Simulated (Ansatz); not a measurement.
# Cu(111) slab, 5 layers: phonons and vibrational spectra

Aim: the phonons of Cu(111) slab, 5 layers at a cell relaxed beforehand at this level.

Calculated with Ansatz 0.2.0; DFT PBEsol, scalar-relativistic, plane waves, PAW; PAW set soft_1.

### 1. Starting point

The cell holds 5 atoms: 5 Cu. Cell: a = 2.491 Å, b = 2.491 Å, c = 40.474 Å, α = 90.0°, β = 90.0°, γ = 120.0°. Vacuum lies along c.

### 2. The dispersion

Stability and thermal properties need the whole zone. Linear response on a 3×3×1 q mesh gives force constants as far as a supercell of that size would.

File input.yaml:

```yaml
crystal:
  lattice:
    - [2.4911306934, 0.0, 0.0]
    - [-1.2455653467, 2.1573824646, 0.0]
    - [0.0, 0.0, 40.4738797846]
  atoms:
    - { symbol: Cu, position: [0.0, 0.0, 0.1617177961] }
    - { symbol: Cu, position: [0.3333333333, 0.6666666667, 0.2126290971] }
    - { symbol: Cu, position: [0.6666666667, 0.3333333333, 0.2635890124] }
    - { symbol: Cu, position: [0.0, 0.0, 0.3145489277] }
    - { symbol: Cu, position: [0.3333333333, 0.6666666667, 0.3654602287] }
  periodic: [true, true, false]
kpoints:
  mp_grid: { grid: [18, 18, 1] }
hamiltonian:
  xc: pbesol
  pseudopotentials: { kind: paw, azcp: { folder: soft_1 }, xc_functional: pbe }
scf:
  occupations: { method: methfessel_paxton, width: 0.2 }
output:
  eigenvalues: true
phonons:
  method: dfpt
  qmesh: [3, 3, 1]
  temperatures: { t_max: 1000, t_step: 50 }
  qpath:
    path:
      - [0.0, 0.0, 0.0]
      - [0.5, 0.0, 0.0]
      - [0.33333333, 0.33333333, 0.0]
      - [0.0, 0.0, 0.0]
    npoints: 10
```

The run is started by

```console
$ ansatz run input.yaml --threads 8 --pin off --max-ram 16384MiB --backend cpu --events-out ev --progress --plain --runs-dir out
```

Numbers of over 12 decimals in the logs are rounded to 6 here.

Log:

```text
Warning: crystal.symmetry: narrowed to the stabiliser of the run's FFT grids — unitary ops 12 → 6. A phonons.method: dfpt run fills in the rows of the dynamical matrix that it does not solve by its symmetry operations, which is exact only for operations that map its FFT grids onto themselves: filled in by any other, the frequencies could depend on the order in which like atoms are typed, or, by more than the grids' own error, on where the crystal sits among the grids' points. Excluded: 6 operations. The run can therefore solve more perturbations, solve them on more k-points, or both, and cost more. [rest of the remark cut]
Engine: ansatz 0.2.0, aarch64-unknown-linux-gnu
Pseudopotentials: kind: paw
Pseudopotential: Cu, paw, valence charge 19, recommended cutoff 420 eV (normal), soft_1/Cu.paw.azcp
Functional definition: PBEsol
  exchange = pbesol_x
  correlation = pbesol_c
Crystal: 5 atoms, lattice volume = 217.520 Å³
Basis set: ecut = 420 eV, 4065 PW (Γ), exchange–correlation on 36×36×576 points (8 copies of the dense FFT grid, shifted against one another)
Bands: 57, of which v1, the nominal top of the filled ones, is band 48 counted from 1 (47 counted from 0)
Symmetry: 12 space group operations
k-points: 37 of 324 (irreducible under 6 space group operations, time reversal used)
Non-local potential: Cu, projectors of the file, l = 0: 3, l = 1: 2, l = 2: 3, l = 3: 1
PAW form: soft (Blöchl's): semilocal exchange-correlation on the pseudo side does not see the compensation charge
PAW frozen core: Cu, regenerated for the run's functional, and the local potential with it (the file was generated under x = pbe(κ = 0.804, μ = 0.219515), c = pbe(β = 0.066725))
PAW one-centre angular grid: Cu, 590 points (default); XC on 64 Gauss nodes
Initial density: superposition of atomic densities (neutral atoms: chi_scale 0, normalization atom)
Initial wavefunctions: pseudopotential atomic-orbital guess
Functional: x = pbesol(κ = 0.804, μ = 0.123457), c = pbesol(β = 0.046)
SCF iter   1: F=—  HF=-32947.959638 eV  |F-HF|=—  |Δ(HF+E_count)|=         —  Δρ=1.50e-1  dr2=2.88e1  ethr=3.10e-3  ⟨swp⟩=16.6  Hψ=15196  notcnv=0  defer=11
preconditioner: auto → LDOS  [metal: Δε(μ)=0.003 eV  Ē_g=8.018 eV  σ=0.200 eV  W_gap=0.01  n_scr=30 (ndim 8)  ℏωp=18.7 eV  f_vac=0.712  D(μ)=2.65/eV (n_scr^D=18)  β→1.0]
SCF iter   2: F=—  HF=-32978.112097 eV  |F-HF|=—  |Δ(HF+E_count)|=    3.02e1  S|Δr|=    0.00e0  Δρ=2.93e-1  dr2=1.02e2  ethr=3.10e-3  ⟨swp⟩=4.2  Hψ=7304  notcnv=0  defer=109  recentre
SCF iter   3: F=—  HF=-32943.143039 eV  |F-HF|=—  |Δ(HF+E_count)|=    3.50e1  S|Δr|=    0.00e0  Δρ=3.96e-2  dr2=2.39e0  ethr=3.10e-3  ⟨swp⟩=4.6  Hψ=6727  notcnv=0  defer=114
SCF iter   4: F=—  HF=-32942.836111 eV  |F-HF|=—  |Δ(HF+E_count)|=   3.07e-1  S|Δr|=    0.00e0  Δρ=1.54e-2  dr2=3.35e-1  ethr=2.51e-3  ⟨swp⟩=2.8  Hψ=4259  notcnv=0  defer=102
SCF iter   5: F=—  HF=-32942.769181 eV  |F-HF|=—  |Δ(HF+E_count)|=   6.69e-2  S|Δr|=    0.00e0  Δρ=5.59e-3  dr2=8.41e-2  ethr=3.52e-4  ⟨swp⟩=2.8  Hψ=4117  notcnv=0  defer=100
SCF iter   6: F=—  HF=-32942.768496 eV  |F-HF|=—  |Δ(HF+E_count)|=   6.85e-4  S|Δr|=    0.00e0  Δρ=1.97e-3  dr2=1.43e-2  ethr=8.85e-5  ⟨swp⟩=2.1  Hψ=2990  notcnv=0  defer=100
SCF iter   7: F=—  HF=-32942.769555 eV  |F-HF|=—  |Δ(HF+E_count)|=   1.06e-3  S|Δr|=    0.00e0  Δρ=4.60e-4  dr2=1.31e-3  ethr=1.51e-5  ⟨swp⟩=2.9  Hψ=3536  notcnv=0  defer=100
SCF iter   8: F=—  HF=-32942.769853 eV  |F-HF|=—  |Δ(HF+E_count)|=   2.99e-4  S|Δr|=    0.00e0  Δρ=3.32e-4  dr2=2.06e-4  ethr=1.38e-6  ⟨swp⟩=3.0  Hψ=3877  notcnv=0  defer=100
SCF iter   9: F=—  HF=-32942.769868 eV  |F-HF|=—  |Δ(HF+E_count)|=   1.47e-5  S|Δr|=    0.00e0  Δρ=1.56e-4  dr2=3.26e-5  ethr=2.17e-7  ⟨swp⟩=2.8  Hψ=3729  notcnv=0  defer=100
SCF iter  10: F=—  HF=-32942.769886 eV  |F-HF|=—  |Δ(HF+E_count)|=   1.77e-5  S|Δr|=    0.00e0  Δρ=3.14e-5  dr2=4.34e-6  ethr=3.43e-8  ⟨swp⟩=3.0  Hψ=3884  notcnv=0  defer=100
SCF iter  11: F=—  HF=-32942.769911 eV  |F-HF|=—  |Δ(HF+E_count)|=   2.58e-5  S|Δr|=    0.00e0  Δρ=4.36e-5  dr2=3.47e-6  ethr=4.57e-9  ⟨swp⟩=2.9  Hψ=4101  notcnv=0  defer=101
SCF iter  12: F=—  HF=-32942.769911 eV  |F-HF|=—  |Δ(HF+E_count)|=   4.53e-7  S|Δr|=    0.00e0  Δρ=1.45e-5  dr2=3.68e-7  ethr=3.65e-9  ⟨swp⟩=2.7  Hψ=3212  notcnv=0  defer=101
SCF iter  13: F=—  HF=-32942.769911 eV  |F-HF|=—  |Δ(HF+E_count)|=   7.05e-8  S|Δr|=    0.00e0  Δρ=3.36e-6  dr2=1.79e-8  ethr=3.87e-10  ⟨swp⟩=3.1  Hψ=4281  notcnv=0  defer=101
SCF iter  14: F=—  HF=-32942.769911 eV  |F-HF|=—  |Δ(HF+E_count)|=   2.92e-8  S|Δr|=    0.00e0  Δρ=1.68e-6  dr2=4.59e-9  ethr=1.89e-11  ⟨swp⟩=3.2  Hψ=4445  notcnv=0  defer=101
SCF iter  15: F=—  HF=-32942.769911 eV  |F-HF|=—  |Δ(HF+E_count)|=   1.02e-8  S|Δr|=    0.00e0  Δρ=3.55e-7  dr2=2.49e-10  ethr=4.84e-12  ⟨swp⟩=2.9  Hψ=3812  notcnv=0  defer=101
SCF iter  16: F=—  HF=-32942.769911 eV  |F-HF|=—  |Δ(HF+E_count)|=   7.25e-9  S|Δr|=    0.00e0  Δρ=3.11e-7  dr2=2.03e-10  ethr=1.00e-12  ⟨swp⟩=2.8  Hψ=3802  notcnv=0  defer=101
SCF iter  17: F=—  HF=-32942.769911 eV  |F-HF|=—  |Δ(HF+E_count)|=   1.27e-9  S|Δr|=    0.00e0  Δρ=1.54e-7  dr2=6.68e-11  ethr=1.00e-12  ⟨swp⟩=1.4  Hψ=2192  notcnv=0  defer=101
SCF iter  18: F=-32942.769911 eV  HF=-32942.769911 eV  |F-HF|=6.48e-10  |Δ(HF+E_count)|=   1.53e-9  S|Δr|=    0.00e0  Δρ=4.36e-8  dr2=3.61e-12  ethr=1.00e-12  ⟨swp⟩=20.1  Hψ=16357  notcnv=0
SCF 1 converged in 18 iterations: F = -32942.769911 eV  dr2 = 3.61e-12
  greatest PAW one-centre occupation: 1.000 electrons in one spin orbital (limit 2), on the Cu atom at site 4 (counted from 0), in its partial waves of l = 0
phonons: the bands overlap, so this run is a metal and interpolates without the dipole-dipole term. If the crystal is really an insulator or semiconductor, its LO-TO splitting is missing
NSCF: frozen V_eff on 37 k-points
WARN: eigensolver did not converge (k=5): 1 band(s) unlocked after 2 eigensolves, warm-restarted (20 sweeps on the last) at ethr=4.22e-12 eV (storage-precision floor; scheduled 1.00e-12 eV) (lowest unlocked band 56, counted from 0; max residual 1.75e-5 eV among the unlocked bands, 1.75e-5 eV over every band; other slots of this pass that fall short are told together in one closing line; warning suppressed until the next SCF loop or pass starts)
WARN: eigensolver did not converge in 12 slots of this pass, the one above among them; of largest residual over every band (k=16): 1 band(s) unlocked (lowest unlocked band 56, counted from 0; max residual 3.24e-3 eV among the unlocked bands, 3.24e-3 eV over every band); of lowest unlocked band (k=5): band 56
NSCF: frozen V_eff on 91 k-points
DFPT response loops at q = (0, 0, 0) (fractional): preconditioner auto → none (partly filled bands, converged f_vac=0.713); β = 0.50; Broyden in place of MSR1
NSCF: frozen V_eff on 342 k-points
DFPT response loops at q = (0, 0.333333, 0) (fractional): mixed as the last ones told, above
NSCF: frozen V_eff on 342 k-points
DFPT response loops at q = (0.333333, 0.333333, 0) (fractional): mixed as the last ones told, above
SCF converged after 18 iterations
Stability not checked: this state was not tested for a lower state beside it, because cold or Methfessel-Paxton smearing, or corrected tetrahedra, fill the levels in a way that the test cannot read (fill_not_monotonic; see scf.lower_state_search)
Free energy (F): -32942.769911 eV
Harris-Foulkes:  -32942.769911 eV  (|F-HF|=6.48e-10)
Internal energy: -32942.764794 eV  (E = F + TS)
E sigma→0 (E₀):  -32942.768632 eV
Entropy (-TS):   -0.005117 eV (-1.023 meV/atom)
Fermi energy:    -4.992806 eV
--- Per-component energies (eV) ---
  E_band       = -3860.486950
  E_kinetic    = 1314.234647
  E_local      = -1045524.052281  (includes V_loc(G=0)·N_el)
  E_nonlocal   = 4457.343167
  E_hartree    = 520019.258859
  E_xc         = -343.616710
  E_vxc        = -445.340191  (∫ρ·V_xc dr)
  E_paw        = -8894.483134  (= ΣΔE_a)
  E_vpaw       = -3701.194959  (= ΣTr[D̂ρ^β])
  E_aug_tail   = 0.005032  (compensation charges beyond the density's cutoff)
  E_ewald      = 496027.514614
  E_core_change = 1.031013  (= ΣΔE_core)
  E_smearing   = -0.005117  (= −TS)
  E_closure    = -0.000000  (closes the sum)
  Σ components = -32942.769911   (vs F -32942.769911, Δ=0.00e0)
--- Band table (eV; the first three rows and the last of 37) ---
  k-point 0: bands = [... 44 lower, -6.9579, -6.7136, -6.7136, -6.6252, -6.6252, -6.1584, -5.5477, -0.5980 (-0.6001°), ... 5 higher]
  k-point 1: bands = [... 44 lower, -6.9397, -6.8767, -6.7359, -6.7142, -6.6238, -5.8807, -5.2191, -0.5215 (-0.5233°), ... 5 higher]
  k-point 2: bands = [... 44 lower, -7.0031, -6.9603, -6.7164, -6.6199, -6.5155, -5.3752, -4.5273, -0.2938 (-0.2951°), ... 5 higher]
  k-point 36: bands = [... 44 lower, -6.6988, -1.3864, -1.3864, -1.1842, -0.9560, -0.3479, -0.3479, 0.6444, ... 5 higher]
  ° read free of the cell's end (the report's vacuum.weakly_bound_levels)
--- Phonons (Γ-DFPT): 10 representative perturbations + reference (Σ response iterations 49) ---
  ASR residual: 1.631e-4 → 0.000e0 eV/Å²; symmetrization residual: 2.119e-5 eV/Å²
  The last average, over the group as it would stand without the narrowing to the FFT grids, took up to 6.783e-6 eV/Å² of the zone centre's force constants
  ASR residual per site (eV/Å²): 8.15e-6 1.30e-4 1.63e-4 1.36e-4 5.29e-6
  Γ frequencies (cm⁻¹): 0.00 0.00 0.00 36.89 36.89 68.82 68.82 89.30 96.96 96.96 115.94 115.94 160.21 217.28 255.67
--- Phonons (arbitrary-q DFPT): 3 irreducible q on the 3×3×1 mesh ---
  q = [0.0000, 0.0000, 0.0000] (star 1, of the zone-centre solve; hermiticity 4.83e-6, symmetrization 6.86e-13, taken by the last average 7.74e-7): -0.00 -0.00 0.00 36.89 36.89 68.82 68.82 89.30 96.96 96.96 115.94 115.94 160.21 217.28 255.67
  q = [0.0000, 0.3333, 0.0000] (star 6, 15 solved perturbations on 171 of 324 k-point pairs; hermiticity 5.65e-6, symmetrization 8.33e-10, taken by the last average 1.20e-6): 95.41 112.10 115.02 123.65 138.95 146.01 155.08 166.91 170.76 197.40 220.00 228.01 235.56 246.26 248.50
  q = [0.3333, 0.3333, 0.0000] (star 2, 10 solved perturbations in 1175 linear systems a pass and spin channel, the states on 171 of 324 k-point pairs; hermiticity 1.05e-6, symmetrization 4.44e-7, taken by the last average 8.03e-7): 136.10 136.10 157.76 157.76 161.04 204.55 208.33 211.22 211.22 225.00 225.00 231.69 240.22 240.22 241.01
  sum rule: each row above includes the acoustic sum rule's correction from the zone centre's row sums; it moved no ω² by more than (0.84 cm⁻¹)²
  mesh force constants: q→R imaginary residual 0.00e0; ASR residual 1.631e-4 → 0.000e0 eV/Å²; symmetrization residual 7.105e-15 eV/Å²
  interpolated dispersion: 31 rows × 15 modes
  density of states and harmonic sums: on the 30×30×1 q-mesh, interpolated from the force constants of a 3×3×1 supercell (no non-analytic term)
  largest difference from the sums on the solved wave vectors: F 6.17e-2 eV, S 9.02e-5 and C_V 2.84e-5 eV/K
  zero-point energy: 0.159391 eV/cell   skipped modes (ω ≤ 0): 3   left out of the sums: 2.22e-4 of the cell's modes: C_V's classical limit lies that fraction below 3 k_B per atom; for a crystal, a wire or a layer, F and S can be off by more, and a phonons.interpolated_qmesh denser along its periods is the remedy for the sampling
```

Elapsed: 17 min, on 8 threads of Arm Neoverse V1, shared host; peak memory 4.5 GiB.

This step gave:

```yaml
gap_on_the_k_mesh: 0 eV
sum_rule_residual_before_enforcement: 1.63e-4 eV/Å²
lowest_frequency_on_the_path: 0 cm⁻¹
point_group: -3m
highest_frequency_on_the_path_or_at_a_solved_wavevector: 275.8 cm⁻¹
mean_frequency: 171.5 cm⁻¹
area_per_atom: 1.075 Å²
highest_optical_mode_at_the_zone_centre_no_lo_to_term: 255.7 cm⁻¹
lowest_optical_zone_centre_mode: 36.89 cm⁻¹
lowest_mode_on_the_q_mesh_acoustic_modes_at_gamma_apart: 36.89 cm⁻¹
zero_point_energy_per_atom: 31.88 meV
heat_capacity_at_300_k: 23.46 J/(mol atoms K)
vibrational_entropy_at_300_k: 32.12 J/(mol atoms K)
```

Frequencies (cm⁻¹) solved at each irreducible wavevector; negative means imaginary. Frequencies by wavevector, by row:

```tsv
q in reciprocal lattice units	star	mode 1	mode 2	mode 3	mode 4	mode 13	mode 14	mode 15
0 0 0	1	0	0	0	36.9	160.2	217.3	255.7
0 0.3333 0	6	95.4	112.1	115	123.7	235.6	246.3	248.5
0.3333 0.3333 0	2	136.1	136.1	157.8	157.8	240.2	240.2	241
```

Interpolated from a 3×3×1 q mesh, rough between the solved points. Phonon branches along the path, in cm⁻¹:

```tsv
point	branch 1	branch 2	branch 3	branch 4	branch 12	branch 13	branch 14	branch 15
Γ	0	0	0	37	116	160	217	256
halfway	75	96	99	105	199	210	225	239
M	115	126	130	139	248	267	268	276
halfway	126	128	146	161	239	257	257	266
K	136	136	158	158	232	240	240	241
halfway	83	103	127	128	211	219	231	236
Γ	0	0	0	37	116	160	217	256
```

Tetrahedra on a 30×30×1 mesh, mean over bins of 5 cm-1. Interpolated from a 3×3×1 q mesh, rough between the solved points. The phonon density of states by wavenumber; read off at these points:

```tsv
wavenumber (cm⁻¹)	phonon density of states (1/cm⁻¹/cell)
2	3.1e-4
18	0.00229
28	0.00364
42	0.0074
52	0.00975
68	0.0143
82	0.0275
92	0.0379
108	0.0583
122	0.101
132	0.0948
148	0.107
158	0.111
172	0.151
188	0.0644
198	0.0760
212	0.0390
218	0.0697
228	0.0723
238	0.0965
242	0.108
252	0.0834
262	0.0506
278	0.0019
```

Harmonic thermodynamic functions per atom, from the density of states. Interpolated from a 3×3×1 q mesh, rough between the solved points. Thermodynamic functions, by row:

```tsv
T (K)	F_vib (meV/atom)	S (J/mol-atom/K)	C_V (J/mol-atom/K)
0	31.88	0	0
100	28.49	9.704	15.39
200	11.19	22.9	21.81
300	-17.59	32.12	23.46
400	-54.58	38.97	24.09
500	-97.87	44.38	24.39
600	-146.2	48.84	24.56
700	-198.9	52.63	24.66
800	-255.2	55.93	24.72
900	-314.7	58.84	24.77
1000	-377.1	61.46	24.8
```

Symmetry leaves 3 wavevectors to solve. The lowest mode among them, the acoustic zeros apart, lies at Γ and is real, 36.9 cm⁻¹.

### 3. Outcome

- space group (within 0.01 Å): P-3m1
- area per atom: 1.07 Å²
- electronic character: no gap on this mesh
- highest optical mode at the zone centre (no LO-TO term): 256 cm⁻¹
- lowest optical zone-centre mode: 36.9 cm⁻¹
- lowest mode on the q mesh (acoustic modes at Γ apart): 36.9 cm⁻¹
- highest frequency on the path or at a solved wavevector: 276 cm⁻¹
- zero-point energy per atom: 31.9 meV
- heat capacity at 300 K: 23.5 J/(mol atoms K)
- vibrational entropy at 300 K: 32.1 J/(mol atoms K)
- imaginary modes on the 3×3×1 q mesh: none

**Reading.** The structure is a minimum as far as tested: no mode is imaginary at the 3 irreducible wavevectors of the 3×3×1 mesh, and the softest away from the acoustic zeros lies at 37 cm⁻¹. The optical modes at Γ span 37 to 256 cm⁻¹. The q mesh stands for a supercell only 7.5 Å across, so branches between the solved wavevectors are rough. With no gap, or one that is small against the smearing, the frequencies hang on the k mesh and the smearing, most of all near Kohn anomalies. In a sheet or slab the interpolated bending branch near Γ is rough, since the rotational sum rule isn't imposed. The PAW files were made for PBE and serve the other functionals too. A phonon run warned that its eigensolver left some bands unconverged in a pass. The starting cell was built on a prototype and not taken from a measurement. These are harmonic frequencies at zero temperature: anharmonic shifts, linewidths and thermal expansion are left out.

[Logs are printed without paths, hosts, clocks, repeated set-up lines and the standing remarks that a program may print on its own settings, such as how far it seeks lower states.]

[Hosts, paths, dates, database ids (printed as entryN), source tags and the programs' standing remarks are cut or masked in the printed files.]
